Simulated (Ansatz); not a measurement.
# Doping LiRe2 in the C11b ordering with electrons and holes

How do λ and ρ of LiRe2 in the C11b ordering move with the band filling? The first relaxation steps of the session are not shown, so no cell shown is the starting entry, unless a step says so.

Calculated with Ansatz 0.2.0; DFT PBE, scalar-relativistic, plane waves, PAW; PAW set soft_1.

Report form: the programs' logs are mostly left out.

The structure was built from a prototype and need not be the compound's stable phase.

### Step 1. The cell after earlier relaxation steps

It takes space group I4/mmm (No. 139, tetragonal). Conventional cell: a = 3.123 Å, b = 3.123 Å, c = 8.528 Å, α = 90.00°, β = 90.00°, γ = 90.00°. Li has 10 Re at 2.66 to 2.79 Å nearest. Nearest to Re lie 4 Re at 2.57 Å and 5 Li at 2.66 to 2.79 Å. Farther neighbours are not listed.

Coordinates:

```cif
data_structure
_symmetry_space_group_name_H-M 'P 1'
_symmetry_Int_Tables_number 1
_cell_length_a 3.1232
_cell_length_b 3.1232
_cell_length_c 4.8018
_cell_angle_alpha 71.022
_cell_angle_beta 71.022
_cell_angle_gamma 90.000
_cell_volume 41.59
loop_
_atom_site_label
_atom_site_type_symbol
_atom_site_fract_x
_atom_site_fract_y
_atom_site_fract_z
_atom_site_occupancy
Li1 Li 0.00000 0.00000 0.00000 1
Re2 Re 0.67299 0.67299 0.65403 1
Re3 Re 0.32701 0.32701 0.34597 1
```

### Step 2. Tight relaxation

Residual forces and stress shift phonon frequencies, so the cell is relaxed again, with tight thresholds and the mesh and smearing of this input. Earlier relaxation steps are not shown.

File input.yaml:

```yaml
crystal:
  lattice:
    - [3.1232212887, 0.0, -1.6104e-06]
    - [0.0, 3.1232212887, -1.6104e-06]
    - [1.5616128428, 1.5616128428, 4.2638304262]
  atoms:
    - { symbol: Li, position: [0.0, 0.0, 0.0] }
    - { symbol: Re, position: [0.6729854055, 0.6729854055, 0.6540291891] }
    - { symbol: Re, position: [0.3270145945, 0.3270145945, 0.3459708109] }
kpoints:
  mp_grid: { grid: [10, 10, 10] }
hamiltonian:
  xc: pbe
  pseudopotentials: { kind: paw, azcp: { folder: soft_1 } }
scf:
  occupations: { method: methfessel_paxton, width: 0.2 }
output:
  forces: true
  stress: true
  eigenvalues: true
  write_density: true
  write_potential: true
  elf: true
  volumetric_format: npy
relax:
  adjacent_minimum: "off"
  f_tol: 0.001
  max_steps: 60
  cell: { stress_tol: 0.01 }
```

Run with:

```
$ ansatz run input.yaml --threads 4 --pin off --max-ram 12288MiB --backend cpu --events-out ev --progress --plain --runs-dir out
```

Run time: 2.6 s. Hardware: 4 threads of AMD EPYC 7R43, shared host; peak memory 0.52 GiB; 9.3 s of CPU time.

Little changed from the start: no atom moved by 0.005 Å and no cell edge by 0.1 %.

This step gave:

```
pressure          : -0.008068 GPa
volume per atom   : 13.86 Å³/atom
metallic on mesh  : yes
gap on the k-mesh : 0 eV
```

ELF in the ac plane of the conventional cell at fractional y = 0.000, with atoms of Li and Re within 0.2 Å of it. It is the smooth field of the valence electrons, not physical close to the nuclei.

Values, 24 rows by 14 columns, each cell a mean:
```
0.72 0.51 0.15 0.06 0.15 0.30 0.37 0.39 0.36 0.26 0.12 0.07 0.25 0.58
0.10 0.08 0.08 0.15 0.27 0.36 0.39 0.40 0.38 0.33 0.24 0.13 0.08 0.09
0.19 0.22 0.29 0.36 0.40 0.41 0.40 0.40 0.40 0.40 0.39 0.34 0.27 0.21
0.29 0.32 0.38 0.44 0.45 0.43 0.40 0.39 0.41 0.44 0.45 0.43 0.36 0.31
0.22 0.24 0.30 0.37 0.42 0.43 0.41 0.40 0.42 0.44 0.42 0.35 0.27 0.23
0.50 0.46 0.38 0.31 0.32 0.37 0.39 0.40 0.39 0.36 0.30 0.31 0.40 0.47
0.68 0.68 0.61 0.43 0.27 0.27 0.35 0.39 0.34 0.25 0.29 0.48 0.66 0.69
0.50 0.61 0.67 0.52 0.28 0.22 0.32 0.38 0.29 0.22 0.34 0.59 0.68 0.58
0.62 0.67 0.67 0.50 0.27 0.22 0.32 0.38 0.29 0.21 0.32 0.56 0.69 0.65
0.57 0.55 0.46 0.32 0.23 0.26 0.35 0.39 0.32 0.24 0.25 0.37 0.51 0.56
0.35 0.34 0.32 0.31 0.31 0.35 0.38 0.39 0.37 0.33 0.31 0.31 0.33 0.35
0.54 0.53 0.51 0.48 0.45 0.43 0.41 0.40 0.41 0.43 0.46 0.49 0.52 0.53
0.42 0.42 0.41 0.40 0.40 0.39 0.40 0.40 0.40 0.40 0.40 0.41 0.42 0.42
0.42 0.40 0.34 0.28 0.26 0.30 0.36 0.39 0.35 0.28 0.26 0.29 0.36 0.40
0.64 0.65 0.59 0.42 0.25 0.24 0.33 0.39 0.31 0.22 0.27 0.47 0.63 0.66
0.54 0.63 0.68 0.53 0.29 0.22 0.32 0.38 0.29 0.21 0.34 0.59 0.70 0.61
0.58 0.65 0.66 0.48 0.27 0.24 0.33 0.38 0.31 0.23 0.32 0.55 0.67 0.62
0.67 0.64 0.52 0.35 0.27 0.32 0.38 0.39 0.36 0.29 0.29 0.41 0.57 0.65
0.32 0.30 0.29 0.32 0.37 0.41 0.40 0.39 0.40 0.40 0.36 0.31 0.30 0.31
0.24 0.27 0.34 0.42 0.45 0.44 0.41 0.40 0.42 0.45 0.44 0.39 0.31 0.26
0.28 0.31 0.38 0.42 0.44 0.42 0.40 0.40 0.41 0.43 0.44 0.41 0.36 0.30
0.10 0.12 0.18 0.27 0.34 0.38 0.39 0.39 0.39 0.38 0.33 0.24 0.15 0.11
0.32 0.20 0.08 0.09 0.21 0.33 0.38 0.40 0.38 0.30 0.17 0.07 0.09 0.23
0.89 0.72 0.25 0.05 0.13 0.28 0.37 0.39 0.35 0.23 0.09 0.08 0.41 0.81
```
Columns run along a (3.1 Å), rows up along c (8.5 Å), edges of the conventional cell, whose origin can differ from the input's. Atoms in or near the plane, at fractional coordinates: Li at (0.00, 0.00), Re at (0.00, 0.33), Re at (0.00, 0.67).

Valence density in the ac plane of the conventional cell at fractional y = 0.000, with atoms of Li and Re within 0.2 Å of it. It is the smooth field of the valence electrons, not physical close to the nuclei.

Ten even steps from '_' (0.1 e/Å³) to '@' (8.1 e/Å³), each cell a mean:
```
**--____________________..==
____________________________
____________________________
____________________________
____________________________
::::..__________________..::
##**==::____________..::++**
%%%%**--..__________..--##%%
####++::____________..--++##
----..________________..::--
____________________________
____________________________
____________________________
....____________________....
++++--..______________::==++
%%%%**::____________..--##%%
%%%%++::____________..--**%%
++==::..______________..--==
....______________________..
____________________________
____________________________
____________________________
::..______________________..
@@**..__________________::##
```
Columns run along a (3.1 Å), rows up along c (8.5 Å), edges of the conventional cell, whose origin can differ from the input's. Atoms in or near the plane, at fractional coordinates: Li at (0.00, 0.00), Re at (0.00, 0.33), Re at (0.00, 0.67).

Electrostatic potential energy in the ac plane of the conventional cell at fractional y = 0.000, with atoms of Li and Re within 0.2 Å of it. With pseudopotentials it is smooth inside the atoms' cores, unlike the true potential.

Ten even steps from '_' (-58 eV) to '@' (21 eV), each cell a mean:
```
++**##%%@@@@@@@@@@@@@@%%**++
##%%@@@@@@@@@@@@@@@@@@@@%%%%
@@@@@@@@@@@@@@@@@@@@@@@@@@@@
@@@@@@@@@@@@@@@@@@@@@@@@@@@@
%%%%@@@@@@@@@@@@@@@@@@@@%%%%
==++**##%%@@@@@@@@@@%%##++==
__..::++##@@@@@@@@%%##==..__
____..--**%%@@@@@@%%++::____
____::==##@@@@@@@@%%**--..__
----++##%%@@@@@@@@@@%%**==--
##%%%%@@@@@@@@@@@@@@@@@@%%%%
@@@@@@@@@@@@@@@@@@@@@@@@@@@@
@@@@@@@@@@@@@@@@@@@@@@@@@@@@
++**##%%@@@@@@@@@@@@@@%%##**
..::--**%%@@@@@@@@%%##++--..
____..--**%%@@@@@@%%**--____
____..==##%%@@@@@@%%**--____
..::==**%%@@@@@@@@@@##++--::
**##%%%%@@@@@@@@@@@@@@%%##**
@@@@@@@@@@@@@@@@@@@@@@@@@@@@
@@@@@@@@@@@@@@@@@@@@@@@@@@@@
@@@@@@@@@@@@@@@@@@@@@@@@@@@@
**##%%@@@@@@@@@@@@@@@@@@####
==++##%%@@@@@@@@@@@@@@%%**++
```
Columns run along a (3.1 Å; values clipped at the 3rd and 97th percentile), rows up along c (8.5 Å), edges of the conventional cell, whose origin can differ from the input's. Atoms in or near the plane, at fractional coordinates: Li at (0.00, 0.00), Re at (0.00, 0.33), Re at (0.00, 0.67).

The largest force is now 9.4e-4 eV/Å and the largest stress component 0.0088 GPa, small enough for phonons.

### Step 3. Electron–phonon run: q 2×2×2, k 8×8×8, scattering 12×12×12

Phonons, couplings and the Boltzmann equation in one run.

File input.yaml:

```yaml
crystal:
  lattice:
    - [3.1232212887, 0.0, -1.6104e-06]
    - [0.0, 3.1232212887, -1.6104e-06]
    - [1.5616128428, 1.5616128428, 4.2638304262]
  atoms:
    - { symbol: Li, position: [0.0, 0.0, 0.0] }
    - { symbol: Re, position: [0.6729854055, 0.6729854055, 0.6540291891] }
    - { symbol: Re, position: [0.3270145946, 0.3270145946, 0.3459708109] }
kpoints:
  mp_grid: { grid: [8, 8, 8] }
hamiltonian:
  xc: pbe
  pseudopotentials: { kind: paw, azcp: { folder: soft_1 } }
scf:
  occupations: { method: methfessel_paxton, width: 0.2 }
output:
  eigenvalues: true
phonons:
  method: dfpt
  qmesh: [2, 2, 2]
  temperatures: { t_max: 1000, t_step: 50 }
  qpath:
    path:
      - [[0.0, 0.0, 0.0], [0.5, 0.5, 0.5], [0.5, 0.5, 0.75], [0.5, 0.0, 0.5], [0.0, 0.0, 0.0], [0.0, 0.0, 0.5], [0.432932, 0.0, 0.716466]]
      - [[0.567068, 0.0, 0.283534], [0.0, 0.0, 0.0]]
      - [[0.5, 0.5, 0.5], [0.567068, 0.432932, 0.5]]
      - [[0.432932, 0.432932, 0.932932], [0.0, 0.0, 0.5]]
    npoints: 10
  electrical_resistivity:
    mesh: [12, 12, 12]
    temperatures: [20.0, 50.0, 77.0, 100.0, 150.0, 200.0, 300.0, 400.0, 600.0, 800.0]
```

It took 2.3 min on 4 threads; peak memory 1 GiB; 8.5 min of CPU time.

This step gave:

```
zero point energy                                                              : 0.1397 eV/cell
share of imaginary modes in the plain interpolation between solved wavevectors : 0
highest frequency, solved or plainly interpolated                              : 535.0 cm⁻¹
Debye temperature (second moment)                                              : 566 K
resistivity at 300 K                                                           : 27.12 μΩ cm, mean of the axes
coupling constant λ                                                            : 0.7701
density of states at the Fermi level                                           : 1.102 states/eV a spin and cell
log mean phonon energy ħω_log                                                  : 14.52 meV
transport coupling constant λ_tr                                               : 0.6875, 0.6875, 0.7107 (xx, yy, zz)
Drude plasma energy                                                            : 5.508, 5.508, 5.063 eV (xx, yy, zz)
resistivity times mean free path                                               : 7.847, 7.847, 9.567 × 10⁻¹⁶ Ω m² (xx, yy, zz)
second-moment phonon energy ħω₂                                                : 18.45 meV, from the broadened α²F curve
```

Solved on the 2×2×2 mesh alone; all other wavevectors are interpolated. Phonon branches along the path, in cm⁻¹:

```csv
point,branch 1,branch 2,branch 3,branch 4,branch 5,branch 6,branch 7,branch 8,branch 9
Γ,0,0,0,170,170,187,468,468,535
halfway,72,86,111,158,168,182,468,470,534
X,81,124,140,149,155,184,470,475,535
halfway,86,115,139,150,162,181,471,474,535
P,99,99,138,150,173,173,473,473,535
halfway,100,107,118,146,173,177,469,471,534
N,81,99,132,140,176,177,465,470,534
halfway,57,82,92,162,171,176,467,469,534
Γ,0,0,0,170,170,187,468,468,535
halfway,41,41,59,161,161,198,467,467,533
M,64,64,85,148,148,208,466,466,531
halfway,56,90,96,148,164,196,466,467,532
S,53,117,130,139,174,180,466,469,533
jump to S0,53,117,130,139,174,180,466,469,533
halfway,69,89,95,162,164,178,466,469,534
Γ,0,0,0,170,170,187,468,468,535
jump to X,81,124,140,149,155,184,470,475,535
halfway,83,124,139,149,155,183,470,475,535
R,87,124,136,149,155,182,470,475,535
jump to G,87,124,136,149,155,182,470,475,535
halfway,66,102,117,154,155,188,466,470,533
M,64,64,85,148,148,208,466,466,531
```

The Eliashberg function α²F has structure finer than the step of the table below, so its rows give means over 2 meV, whole bins alone (the curve runs from 0.259 to 66.1 meV). Peaks (meV: height): α²F 14.8: 0.366, 18.4: 0.532, 21.0: 0.929, 22.0: 0.891, 58.3: 0.336; α²F tr 14.3: 0.300, 18.4: 0.460, 21.0: 0.793, 22.0: 0.902, 58.3: 0.409.

The Eliashberg function α²F by phonon energy; means over each step:

```csv
phonon energy (meV),α²F,α²F tr
2,8.2e-4,4.1e-4
4,0.00765,0.00498
6,0.0637,0.0575
8,0.123,0.122
10,0.212,0.206
12,0.288,0.269
14,0.339,0.286
16,0.241,0.164
18,0.302,0.255
20,0.488,0.453
22,0.664,0.619
24,0.0938,0.0814
26,0.0126,0.00804
28,0,0
30,0,0
32,0,0
34,0,0
36,0,0
38,0,0
40,0,0
42,0,0
44,0,0
46,0,0
48,0,0
50,0,0
52,0,0
54,0,0
56,0,0
58,0.182,0.218
60,0.00366,0.00335
62,0,0
```

Resistivity, by row:

```
T (K)  ρ_xx (μΩ cm)     ρ_yy    ρ_zz  ρ by Ziman's lowest order, mean  ρ by relaxation times, mean  within 2 % of the coarser mesh
   20       0.06449  0.06449  0.1014                           0.1303                      0.08332                              no
   50         1.459    1.459   2.037                            2.044                        1.699                              no
   77          3.86     3.86   5.108                            4.825                        4.413                              no
  100         6.119    6.119   7.932                            7.334                        6.954                              no
  150         10.98    10.98   13.99                            12.74                        12.41                              no
  200         15.69    15.69   19.89                            18.05                         17.7                              no
  300         24.93    24.93    31.5                            28.53                        28.04                              no
  400         34.06    34.06   43.01                            38.99                        38.27                              no
  600         51.91    51.91   65.88                            60.09                        58.36                              no
  800         68.67    68.67   88.44                            81.28                        77.61                              no
```

Some points of the scattering mesh along the symmetry lines, up to three branches each (those of largest λ), at most 39 rows; the frequencies are those of the scattering step, which can differ from the solved and plainly interpolated ones; single rows converge slowly. Mode couplings:

```csv
q1,q2,q3,branch,ħω (meV),λ_q,half width (meV)
0.4167,0.4167,0.4167,1,10.06,0.177,0.0621
0.4167,0.4167,0.4167,2,15.01,0.124,0.0964
0.4167,0.4167,0.4167,3,15.78,0.248,0.214
0.5,0.1667,0.5833,1,11.81,0.274,0.132
0.5,0.1667,0.5833,2,12.39,0.0995,0.0529
0.5,0.1667,0.5833,3,15.36,0.133,0.109
0.1667,0,0.1667,4,20.66,0.228,0.337
0.1667,0,0.1667,5,21.4,0.196,0.31
0.1667,0,0.1667,6,22.15,0.186,0.316
0,0,0.3333,1,6.53,0.104,0.0154
0,0,0.3333,3,9.02,0.165,0.0465
0,0,0.3333,6,25.21,0.184,0.406
0,0,0.5,1,7.91,0.19,0.0411
0,0,0.5,2,7.91,0.19,0.0411
0,0,0.5,6,25.83,0.155,0.357
```

Largest shares of lambda; single rows converge slowly. Strongest modes:

```
     q1      q2       q3  star  branch  ħω (meV)     λ_q  half width (meV)
0.08333  0.3333  -0.3333    16       1     6.202  0.5045           0.06715
0.08333  0.4167  -0.3333    16       1     7.409  0.3788           0.07197
0.08333  0.3333  -0.4167    16       1     6.684  0.3504           0.05417
 0.3333  0.4167  0.08333    16       3     15.56  0.2988            0.2504
0.08333    -0.5     0.25    16       1     9.093  0.2953            0.0845
      0  0.3333  -0.4167     8       1     5.559  0.5806           0.06209
 0.3333  0.4167   0.1667    16       3     15.21   0.287            0.2299
0.08333    0.25  -0.4167    16       1     6.651  0.2851           0.04365
```

300 K. Cumulative share of the conductivity against mean free path:

```csv
mean free path (nm),along x,along z
0.794,0.00406,0.00604
0.891,0.00591,0.0106
1,0.0123,0.0304
1.12,0.0210,0.0356
1.26,0.0312,0.0434
1.41,0.0415,0.0487
1.58,0.0598,0.0542
1.78,0.0896,0.0632
2.00,0.132,0.0966
2.24,0.184,0.192
2.51,0.250,0.213
2.82,0.346,0.292
3.16,0.376,0.330
3.55,0.438,0.408
3.98,0.492,0.528
4.47,0.598,0.664
5.01,0.759,0.815
5.62,0.786,0.919
6.31,0.834,0.964
7.08,0.941,0.970
7.94,0.992,1.000
8.91,0.992,1
10,0.992,1
11.2,0.994,1
```

Resistivity by mesh:

```
    mesh  T (K)  mean rho (μΩ cm)
12x12x12     20           0.07681
12x12x12    300             27.12
12x12x12    800             75.26
   6x6x6     20           0.07875
   6x6x6    300             28.22
   6x6x6    800             78.73
   3x3x3     20            0.2364
   3x3x3    300             110.5
   3x3x3    800             305.6
```

Harmonic mean-square displacement, third of the trace. U eq, by row:

| T (K) | Li1 U_eq (Å²) | Re2 U_eq (Å²) | Re3 U_eq (Å²) |
| --- | --- | --- | --- |
| 0 | 0.00523 | 8.00e-4 | 8.00e-4 |
| 100 | 0.00563 | 0.00145 | 0.00145 |
| 300 | 0.00792 | 0.0038 | 0.0038 |
| 600 | 0.01321 | 0.00749 | 0.00749 |

The modes has structure finer than the step of the table below, so its rows give means over 20 cm⁻¹, whole bins alone (the curve runs from -10 to 561 cm⁻¹). Peaks (cm⁻¹: height): Li 467.7: 0.168, 532.3: 0.0887; Re 112.1: 0.0474, 176.8: 0.0925.

Phonopy on the run's constants, 19x19x13 mesh, Gaussian sigma 4.1 cm⁻¹. Table of modes by wavenumber; means over each step; values in 1/cm⁻¹/cell:

| wavenumber (cm⁻¹) | Li | Re |
| --- | --- | --- |
| 0 | 5.0e-7 | 6.7e-5 |
| 20 | 2.0e-5 | 0.00114 |
| 40 | 1.1e-4 | 0.00657 |
| 60 | 2.6e-4 | 0.0203 |
| 80 | 2.7e-4 | 0.0319 |
| 100 | 1.8e-4 | 0.0433 |
| 120 | 2.3e-4 | 0.0388 |
| 140 | 1.2e-4 | 0.0308 |
| 160 | 3.7e-4 | 0.0537 |
| 180 | 3.7e-4 | 0.0651 |
| 200 | 9.6e-6 | 0.00607 |
| 220 | 0 | 1.4e-4 |
| 240 | 0 | 0 |
| 260 | 0 | 0 |
| 280 | 0 | 0 |
| 300 | 0 | 0 |
| 320 | 0 | 0 |
| 340 | 0 | 0 |
| 360 | 0 | 0 |
| 380 | 0 | 0 |
| 400 | 0 | 0 |
| 420 | 0 | 0 |
| 440 | 5.4e-6 | 0 |
| 460 | 0.0594 | 9.2e-4 |
| 480 | 0.0388 | 5.6e-4 |
| 500 | 7.0e-7 | 0 |
| 520 | 0.0105 | 9.2e-5 |
| 540 | 0.0391 | 3.5e-4 |

By its own test the run is not converged in the mesh. λ = 0.770 and 27.1 μΩ cm at 300 K. The run's own test puts 21 % between its two finest meshes on the component of the resistivity at 300 K that moves most, so it is not converged. By the run's own test λ moves by 13 % between its two finest scattering meshes.

### Step 4. Electron–phonon run: 0.3 holes added a cell on a uniform background

Added charge moves the Fermi level through the bands.

Edit input.yaml of step 3 so:

```diff
@@ -9,2 +9,3 @@
     - { symbol: Re, position: [0.3270145946, 0.3270145946, 0.3459708109] }
+total_charge: 0.3
 kpoints:
```

The job ended after 1.9 min (4 threads; peak memory 1 GiB; 7 min of CPU time).

This step gave:

* zero point energy: 0.1359 eV/cell
* highest frequency, solved or plainly interpolated: 535.9 cm⁻¹
* Debye temperature (second moment): 562 K
* resistivity at 300 K: 37.45 μΩ cm, mean of the axes
* coupling constant λ: 1.186
* density of states at the Fermi level: 1.274 states/eV a spin and cell
* log mean phonon energy ħω_log: 12.32 meV
* transport coupling constant λ_tr: 1.016, 1.016, 1.055 (xx, yy, zz)
* Drude plasma energy: 5.637, 5.637, 5.164 eV (xx, yy, zz)
* resistivity times mean free path: 7.064, 7.064, 9.347 × 10⁻¹⁶ Ω m² (xx, yy, zz)
* second-moment phonon energy ħω₂: 15.96 meV, from the broadened α²F curve

The Eliashberg function α²F has structure finer than the step of the table below, so its rows give means over 2 meV, whole bins alone (the curve runs from 0.26 to 66.2 meV). Peaks (meV: height): α²F 9.6: 0.458, 11.7: 0.835, 12.7: 0.636, 16.9: 1.01, 20.5: 0.849, 58.4: 0.485; α²F tr 9.6: 0.406, 11.7: 0.524, 12.7: 0.513, 16.9: 0.868, 20.5: 0.867, 58.4: 0.582.

Eliashberg function α²F against phonon energy; means over each step:

| phonon energy (meV) | α²F | α²F tr |
| --- | --- | --- |
| 2 | 0.00158 | 6.9e-4 |
| 4 | 0.0286 | 0.0234 |
| 6 | 0.164 | 0.168 |
| 8 | 0.290 | 0.271 |
| 10 | 0.401 | 0.350 |
| 12 | 0.623 | 0.453 |
| 14 | 0.354 | 0.285 |
| 16 | 0.402 | 0.324 |
| 18 | 0.557 | 0.479 |
| 20 | 0.761 | 0.712 |
| 22 | 0.185 | 0.165 |
| 24 | 0.0179 | 0.0130 |
| 26 | 0 | 0 |
| 28 | 0 | 0 |
| 30 | 0 | 0 |
| 32 | 0 | 0 |
| 34 | 0 | 0 |
| 36 | 0 | 0 |
| 38 | 0 | 0 |
| 40 | 0 | 0 |
| 42 | 0 | 0 |
| 44 | 0 | 0 |
| 46 | 0 | 0 |
| 48 | 0 | 0 |
| 50 | 0 | 0 |
| 52 | 0 | 0 |
| 54 | 0 | 0 |
| 56 | 0 | 0 |
| 58 | 0.207 | 0.244 |
| 60 | 0.00855 | 0.00803 |
| 62 | 0 | 0 |

By its own test the run is not converged in the mesh. λ = 1.19 and 37.5 μΩ cm at 300 K, against 0.770 and 27.1 in the neutral cell (+54.0 % and +38.1 %). N(E_F) moves by +15.6 % and the coupling-weighted phonon energy by -13.5 %; λ goes as N/ω², which would give +54.5 % if the matrix elements stayed. The run's own test puts 48 % between its two finest meshes on the component of the resistivity at 300 K that moves most, more than that change; on the next coarser mesh the mean ρ changes by +52.4 % between the two runs, against +38.1 % on the finest.

(Part 1 of 2 ends here.)

[Logs are printed without paths, hosts, clocks, repeated set-up lines and the standing remarks that a program may print on its own settings, such as how far it seeks lower states.]

[Hosts, paths, dates, database ids (printed as entryN), source tags and the programs' standing remarks are cut or masked in the printed files.]
